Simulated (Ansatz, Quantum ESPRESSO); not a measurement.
# Equation of state of fcc Ir

How stiff is fcc Ir under hydrostatic load? Each row relaxes cell and atoms at a set pressure. The phase is followed to these pressures whether or not it stays the stable one.

Calculated with Ansatz 0.2.0, PBEsol, PAW files of the set soft_1, cutoff 600 eV, Fermi–Dirac smearing 0.05 eV, k-mesh 19×19×19, no spin polarisation, no spin-orbit coupling.

Reference cell, relaxed at zero pressure with PBEsol (Fm-3m): a = 2.7087 Å, b = 2.7087 Å, c = 2.7087 Å, α = 60.00°, β = 60.00°, γ = 60.00°.

```
atom       x       y       z
  Ir  0.0000  0.0000  0.0000
```

```csv
V (Å³/atom),V/V0,P (GPa),E − E0 (meV/atom)
14.2029,1.0107,−4.003,1.9
13.7145,0.9760,9.999,10.3
13.5622,0.9651,14.999,22.1
13.4192,0.9549,19.999,37.7
13.1569,0.9363,30.002,78.5
```

V0 = 14.0524 Å³ an atom, where the residual pressure P0 is +0.001 GPa. **Question.** Fit the Birch–Murnaghan law and give the pressure and the energy at V = 13.8771 Å³ an atom, a row left out above.

With the Eulerian strain f = ½[(V0/V)^(2/3) − 1] and F = (P − P0)/[3f(1 + 2f)^(5/2)], the third-order law is the line F = B0 + (3/2) B0 (B′ − 4) f.

```
       f  F (GPa)
 0.02244   399.37
 0.01561   395.51
 0.01198   393.43
 0.00818   391.25
−0.00354   383.95
```

A straight line through the 5 rows: the means are 0.01093 for f and 392.7 for F, Σ(Δx)² = 0.0003724 and ΣΔxΔy = 0.2213, so the slope is 0.2213/0.0003724 = 594.18 and the intercept 392.7 − (594.18)(0.01093) = 386.21.

Hence B0 = 386.2 GPa and B′ = 4 + (594.2)/(1.5 × 386.2) = 5.03. For the withheld volume f = 0.00420, F = 388.70 GPa and P = 5.00 GPa. The run itself gives 5.01 GPa, so the estimate misses by 0.01 GPa, a rounding's worth.

Integrating the same law gives E − E0 = (9/2) B0 V0 f²[1 + (B′ − 4) f] + P0(V0 − V), with 1 GPa Å³ = 6.2415 meV: 2.7 meV an atom. The run itself gives 2.7 meV, so the estimate misses by 0.0 meV, a rounding's worth.

The same fit over all rows at other levels or in other programs gives B0 = 387 GPa with PBEsol (Quantum ESPRESSO, GBRV).

Measured bulk modulus: 339 GPa (pmc:6783540), against 386 GPa here (+14 %).

The calculation is for a static lattice, while measurements hold thermal and zero-point motion.

[Logs are printed without paths, hosts, clocks, repeated set-up lines and the standing remarks that a program may print on its own settings, such as how far it seeks lower states.]
